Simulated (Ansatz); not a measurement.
# Quasi-harmonic thermodynamics of TePb (Fm-3m), part 3 of 3

How much does TePb expand with temperature?

Ansatz 0.2.0; DFT RPBE, scalar-relativistic, plane waves, PAW.

So far. Step 2 (Probe on a coarse mesh): The start is under 3.7 GPa at this level and looks like an insulator or semiconductor on this mesh. Step 5 (Tight relaxation): The residual pressure is -7.0e-4 GPa, small enough for phonons. The relaxed cell has a = 6.655 Å (conventional setting).

In doubt: the program warns that the response may not be converged on this k-mesh, which bears on the force constants and all frequencies.

## 8. Phonons of the refused cell

The study refused this cell, so its phonons are run alone to see which modes are imaginary.

Input file input.yaml:

```yaml
crystal:
  lattice:
    - [0.0, 3.327588809, 3.327588809]
    - [3.327588809, 0.0, 3.327588809]
    - [3.327588809, 3.327588809, 0.0]
  atoms:
    - { symbol: Te, position: [0.5, 0.5, 0.5] }
    - { symbol: Pb, position: [0.0, 0.0, 0.0] }
kpoints:
  mp_grid: { grid: [8, 8, 8] }
hamiltonian:
  xc: rpbe
scf:
  occupations: { method: fixed }
output:
  eigenvalues: true
phonons:
  method: dfpt
  dielectric: true
  rigid_motions: translations
  qmesh: [4, 4, 4]
  temperatures: { t_max: 1000, t_step: 50 }
  qpath:
    path:
      - [[0.0, 0.0, 0.0], [0.5, 0.0, 0.5], [0.625, 0.25, 0.625]]
      - [[0.375, 0.375, 0.75], [0.0, 0.0, 0.0], [0.5, 0.5, 0.5], [0.5, 0.25, 0.75], [0.5, 0.0, 0.5]]
    npoints: 10
```

Launch:

```sh
> ansatz run input.yaml --threads 4 --pin off --max-ram 8192MiB --backend cpu --events-out ev --progress --plain --runs-dir out
```

Numbers of over 12 decimals in the logs are rounded to 6 here.

What it wrote:

```text
[...]
Crystal: 2 atoms, lattice volume = 73.692 Å³
Basis set: ecut = 420 eV, 1459 PW (Γ), exchange–correlation on 64×64×64 points (8 copies of the dense FFT grid, shifted against one another)
Bands: 19, of which v1, the nominal top of the filled ones, is band 15 counted from 1 (14 counted from 0)
Symmetry: 48 space group operations
k-points: 59 of 512 (irreducible under 8 space group operations, time reversal used)
[...]
SCF iter   1: F=—  HF=-18911.352983 eV  |F-HF|=—  |Δ(HF+E_count)|=         —  Δρ=1.84e-3  dr2=2.30e-3  ethr=1.77e-3  ⟨swp⟩=5.0  Hψ=4703  notcnv=0  defer=90
[...]
SCF iter   8: F=-18911.351004 eV  HF=-18911.351004 eV  |F-HF|=3.64e-12  |Δ(HF+E_count)|=  3.93e-10  Δρ=8.63e-8  dr2=7.44e-12  ethr=1.00e-12  ⟨swp⟩=8.1  Hψ=8247  notcnv=0
SCF 1 converged in 8 iterations: F = -18911.351004 eV  dr2 = 7.44e-12
[...]
DFPT response loops at Γ: preconditioner auto → none (the input reference at scf.mixing.eps_inf says where Resta's filter doesn't serve); β = 0.50; Broyden in place of MSR1
── the response to a field inside a basis, on 12×12×12 k-points: an SCF that follows is theirs, and a resumed run solves both again ──
Bands: 16, of which v1, the nominal top of the filled ones, is band 15 counted from 1 (14 counted from 0)
k-points: 182
[...]
Eigensolver: Dense (182 Hₖ)
SCF iter   1: F=—  HF=-18911.345716 eV  |F-HF|=—  |Δ(HF+E_count)|=         —  Δρ=7.33e-5  dr2=8.67e-7  ethr=1.00e-1
[...]
SCF iter   4: F=-18911.345719 eV  HF=-18911.345719 eV  |F-HF|=7.11e-9  |Δ(HF+E_count)|=   1.94e-8  Δρ=3.08e-6  dr2=2.78e-9  ethr=5.35e-10
SCF 1 converged in 4 iterations: F = -18911.345719 eV  dr2 = 2.78e-9
[...]
WARN: field response: ε∞ stands inside a basis, on 12×12×12 points; the force constants stand on the 8×8×8 k-mesh, whose period is 9.67 times the interband length at k = (0.0000, 0.0000, -0.5000), direct gap 0.965 eV, under 14: take them and everything formed from them as unconverged, and compare with a denser kpoints.mp_grid
NSCF: frozen V_eff on 29 k-points
[...]
DFPT response loops at q = (0, 0, 0.25) (fractional): preconditioner auto → Resta (q_TF=auto, 2.349 Å⁻¹)  ε∞=7.9 (no band partly filled); β = 1.00, the filter's whole step (`scf.mixing.beta` (0.50) is not read by the response loops at its default; to damp them type it under 1.00, their step now; it binds the ground state too); Broyden in place of MSR1
[...]
SCF converged after 8 iterations
Free energy (F): -18911.351004 eV
[...]
Internal energy: -18911.351004 eV  (E = F + TS)
E sigma→0 (E₀):  -18911.351004 eV
Fermi energy:    7.475032 eV
[...]
--- Band table (eV; the first three rows and the last of 59) ---
  k-point 0: bands = [... 11 lower, 1.7077, 6.4405, 6.4405, 6.4405, 11.4826, 11.4826, 11.4826, 13.5159]
  k-point 1: bands = [... 11 lower, 1.3819, 6.4763, 6.4763, 6.6052, 10.7879, 10.9638, 10.9638, 13.3979]
  k-point 2: bands = [... 11 lower, 0.6114, 6.5861, 6.5861, 6.9425, 9.6978, 10.0415, 10.0415, 13.6795]
  k-point 58: bands = [... 11 lower, -0.1917, 4.3010, 4.3010, 7.2412, 9.2749, 12.6764, 12.6764, 14.2231]
--- Phonons (Γ-DFPT): 2 representative perturbations + reference, on 59 of 512 k-points (Σ response iterations 7) ---
  k mesh reduced under 8 symmetry operations, with k and −k counted as one. Each operation leaves every solved perturbation unchanged. A smaller set is not considered because the run solves the response to a homogeneous field
  ASR residual: 7.284e-5 → 0.000e0 eV/Å²; symmetrization residual: 6.679e-7 eV/Å²
  ASR residual per site (eV/Å²): 7.28e-5 2.45e-5
  Γ frequencies (cm⁻¹): -21.77 -21.77 -21.77 0.00 0.00 0.00
  ε∞ (high-frequency dielectric tensor):
       23.915800     0.000000     0.000000
        0.000000    23.915800    -0.000000
        0.000000    -0.000000    23.915800
  softest optical mode at Γ: -21.77 cm⁻¹; the repairs (sum rule, projections) moved no ω² at Γ by more than (0.40 cm⁻¹)²
  Born effective charges Z* (e; rows j = field, columns β = displacement):
    site 0:
        -5.64948   -0.00000   -0.00000
         0.00000   -5.64948    0.00000
        -0.00000   -0.00000   -5.64948
    site 1:
         5.64948    0.00000    0.00000
        -0.00000    5.64948   -0.00000
         0.00000    0.00000    5.64948
  Z* charge neutrality: 4.226e-3 e pre-enforcement
  solved inside a basis spanned on kpoints, on 12×12×12 k-points transformed towards the longest dipole: ε∞ is read to err by 9.8e-2, Z* by 3.5e-2 e (field_mesh: kpoints solves on kpoints); Z* is corrected for what the basis lacks
  optical modes at Γ without the LO–TO term, one row a degenerate level:
      ω (cm⁻¹)  modes    IR ((D/Å)²/amu)
        -21.77      3            27.9734
  optical modes at Γ + LO–TO along q̂ = [1.0000, 0.0000, 0.0000]:
      ω (cm⁻¹)  modes    IR ((D/Å)²/amu)
        -21.77      2            18.6489
        103.97      1             9.3245
  optical modes at Γ + LO–TO along q̂ = [0.0000, 1.0000, 0.0000]:
      ω (cm⁻¹)  modes    IR ((D/Å)²/amu)
        -21.77      2            18.6489
        103.97      1             9.3245
  optical modes at Γ + LO–TO along q̂ = [0.0000, 0.0000, 1.0000]:
      ω (cm⁻¹)  modes    IR ((D/Å)²/amu)
        -21.77      2            18.6489
        103.97      1             9.3245
--- Phonons (arbitrary-q DFPT): 8 irreducible q on the 4×4×4 mesh ---
  q = [0.0000, 0.0000, 0.0000] (star 1, of the zone-centre solve; hermiticity 9.71e-6, symmetrization 4.02e-11): -21.77 -21.77 -21.77 -0.00 0.00 0.00
  q = [0.0000, 0.0000, 0.2500] (star 8, 2 solved perturbations on 288 of 512 k-point pairs; hermiticity 2.82e-5, symmetrization 7.84e-8): 32.03 32.03 51.96 72.20 72.20 107.70
[...]
q = [0.0000, 0.2500, 0.2500] (star 6, 4 solved perturbations in 528 linear systems a pass and spin channel, the states on 164 of 512 k-point pairs; hermiticity 1.51e-5, symmetrization 3.72e-8): 18.69 18.69 40.19 40.19 60.69 91.92
[...]
sum rule: each row above includes the acoustic sum rule's correction from the zone centre's row sums; it moved no ω² by more than (0.39 cm⁻¹)²
  mesh force constants: q→R imaginary residual 4.06e-19; ASR residual 7.284e-5 → 0.000e0 eV/Å²; symmetrization residual 1.554e-15 eV/Å²
  interpolated dispersion: 63 rows × 6 modes
  density of states and harmonic sums: on the 16×16×16 q-mesh, interpolated from the force constants of a 4×4×4 supercell (with the dipole–dipole term)
  largest difference from the sums on the solved wave vectors: F 1.95e-2 eV, S 2.68e-5 and C_V 7.36e-6 eV/K
  zero-point energy: 0.021610 eV/cell   skipped modes (ω ≤ 0): 10, of them read as no rigid motion or as one in doubt: 7 (7.568e-3 modes/cell left out, lowest -21.77 cm⁻¹)   left out of the sums: 1.38e-3 of the cell's modes: C_V's classical limit lies that fraction below 3 k_B per atom; for a crystal, a wire or a layer, F and S can be off by more, and a phonons.interpolated_qmesh denser along its periods is the remedy for the sampling
```

Elapsed: 99 s, on 4 threads of Intel Xeon Gold 6455B (Sapphire Rapids), shared host; peak memory 1.9 GiB; 6.2 min of CPU time.

Numbers from this step:

```yaml
gamma_frequencies: -21.77, -21.77, -21.77, 0, 0, 0 cm⁻¹ (negative: imaginary)
lowest_frequency_on_the_path: -21.77 cm⁻¹
point_group: m-3m
highest_frequency: 108.2 cm⁻¹
```

ε∞:

```
23.92  0.00  0.00
 0.00 23.92  0.00
 0.00  0.00 23.92
```

Born charge (rows field, columns displacement) (e), principal values of the symmetric part by kind of site:

```
atom  atoms with these values    low  middle   high   mean
 Te1                        1  -5.65   -5.65  -5.65  -5.65
 Pb2                        1   5.65    5.65   5.65   5.65
```

In full for Te1:

```
-5.65  0.00  0.00
 0.00 -5.65  0.00
 0.00  0.00 -5.65
```

LO-TO term included. Phonon branches along the path, in cm⁻¹:

```
    point  branch 1  branch 2  branch 3  branch 4  branch 5  branch 6
        Γ       -22       -22         0         0         0       104
  halfway        19        19        40        40        61        92
        X        17        17        24        49        49        61
  halfway        22        26        32        56        61        64
        U        30        32        50        60        70        86
jump to K        30        32        50        60        70        86
  halfway        26        40        52        60        80       103
        Γ       -22       -22         0         0         0       104
  halfway        32        32        52        72        72       108
        L        48        48        84        84        84        98
  halfway        37        41        65        76        79        94
        W        27        27        57        57        58        87
  halfway        25        27        39        55        61        75
        X        17        17        24        49        49        61
```

The phonon branches as a text plot (rows in cm⁻¹):

```
    105 |****                   ****************
    100 |    **                *                ***
     94 |      *           ****                    *****
     89 |                                          *    ****
     84 |       *        **  ***              ********      *
     78 |        *         **   *            *  * ** **      *
     73 |         **    *    **  *          *  *    *  *
     67 |                ** *  *              *      *  *     *
     62 |      *    ********    * **       * *        ** *  *****
     57 |       *      *   **                           ****** *
     51 |    **      **   *  *****          *               * ***
     46 |        ****    *   ***          **   *******       *
     40 |   *****       *   *   * ***         *     ****
     35 |   *     **       *     *        *  *        ***     *
     30 |  *        *  *********    *    *  *           **  **
     24 |  *     *   ****       ****     * *              *******
     19 |    **** *****           ***     *                    **
     13 | * *                       **  **
      8 |  *                            *
      3 |*                            **
     -3 |
     -8 |                            *
    -14 | *                          *  *
    -19 |*                            **
         Γ           X  U|K            Γ         L        W     X
```

Tetrahedra on 16 16 16, mean over bins of 2 cm⁻¹. The phonon density of states by wavenumber; read off at these points:

```
wavenumber (cm⁻¹)  phonon density of states (1/cm⁻¹/cell)
            -21.0                                       0
            -17.0                                  7.0e-5
            -13.0                                  2.2e-4
             -7.0                                  3.7e-4
             -3.0                                  4.6e-4
              1.0                                  5.8e-4
              5.0                                  7.5e-4
             11.0                                 0.00125
             15.0                                 0.00486
             19.0                                  0.0164
             23.0                                  0.0437
             29.0                                   0.131
             33.0                                  0.0969
             37.0                                  0.0791
             41.0                                  0.0779
             47.0                                  0.0542
             51.0                                  0.0505
             55.0                                  0.0848
             59.0                                  0.0918
             61.0                                   0.102
             65.0                                  0.0825
             69.0                                  0.0747
             73.0                                  0.0696
             77.0                                  0.0691
             81.0                                  0.0845
             83.0                                  0.0830
             87.0                                  0.0351
             91.0                                  0.0463
             93.0                                  0.0582
             95.0                                  0.0482
            101.0                                  0.0219
            105.0                                  0.0253
            107.0                                  0.0326
            109.0                                  4.0e-5
```

No LO-TO term. The modes at Γ (shares of kinetic energy by element, %) (negative means imaginary):

```
mode  frequency (cm⁻¹)  symmetry  Te %  Pb %
   1             -21.8       T1u    62    38
   2             -21.8       T1u    62    38
   3             -21.8       T1u    62    38
   4               0.0       T1u    38    62
   5               0.0       T1u    38    62
   6               0.0       T1u    38    62
```

Displacements in mode 1 (-21.8 cm⁻¹), the largest set to 1:
```
Te1  0.12  1.00 -0.19
Pb2 -0.08 -0.62  0.11
```

Phonopy on the run's constants, 15x15x15 mesh, Gaussian sigma 2.0 cm⁻¹. The modes by wavenumber; read off at these points; values in 1/cm⁻¹/cell:

```
wavenumber (cm⁻¹)       Pb       Te
            -30.0        0        0
            -25.0   2.0e-5   3.0e-5
            -20.0   4.6e-5   7.4e-5
            -15.0   8.0e-6        0
            -10.0   6.2e-4   1.2e-4
             -5.0   9.0e-4   6.4e-5
              0.0   1.2e-4   7.0e-5
              5.0   1.2e-5        0
             10.0   8.4e-4   4.0e-5
             15.0  0.00641  0.00161
             20.0   0.0218  0.00151
             25.0   0.0617  0.00401
             30.0    0.113  0.00690
             35.0   0.0796  0.00718
             40.0   0.0683   0.0104
             45.0   0.0546   0.0162
             50.0   0.0214   0.0326
             55.0   0.0241   0.0600
             56.9   0.0280   0.0652
             60.0   0.0290   0.0634
             63.6   0.0313   0.0602
             65.0   0.0302   0.0572
             70.0   0.0276   0.0482
             75.0   0.0176   0.0447
             80.0   0.0139   0.0653
             81.9   0.0123   0.0696
             85.0  0.00871   0.0555
             90.0  0.00347   0.0418
             95.0  0.00404   0.0430
            100.0  0.00455   0.0205
            105.0  0.00751   0.0179
            110.0  0.00163  0.00340
            115.0        0   7.0e-6
            120.0        0        0
```

The lowest solved frequency is -21.8 cm⁻¹, so the cell is unstable here and gives no valid free energy.

## 9. What came out

- lowest frequency at the solved wavevectors: -21.8 cm⁻¹

**Reading.** With imaginary harmonic modes at the relaxed cell the quasi-harmonic free energy is undefined, so no expansion is obtained for this phase at this level. The softest solved mode is 22i cm⁻¹ at q = (0, 0, 0), and 1 of 8 solved wavevectors carry a mode beyond 8i cm⁻¹. The starting cell comes from a crystallographic database, so the instability may belong to the level of theory or to the 0 K harmonic picture and not to the crystal; this functional changes the volume by +9 % against that cell. The log warns that the k-mesh is coarse for the response calculation and asks for a check on a denser one. The PAW files were made for PBE and are used here under another functional, for which the program regenerates the frozen cores. The cell of these runs is 9 % larger in volume than the database cell; frequencies and all that rests on them shift with it.

[Logs are printed without paths, hosts, clocks, repeated set-up lines and the standing remarks that a program may print on its own settings, such as how far it seeks lower states.]

[Hosts, paths, dates, database ids (printed as entryN), source tags and the programs' standing remarks are cut or masked in the printed files.]

[A step with changed settings may run another functional than the one named; its input shows which.]
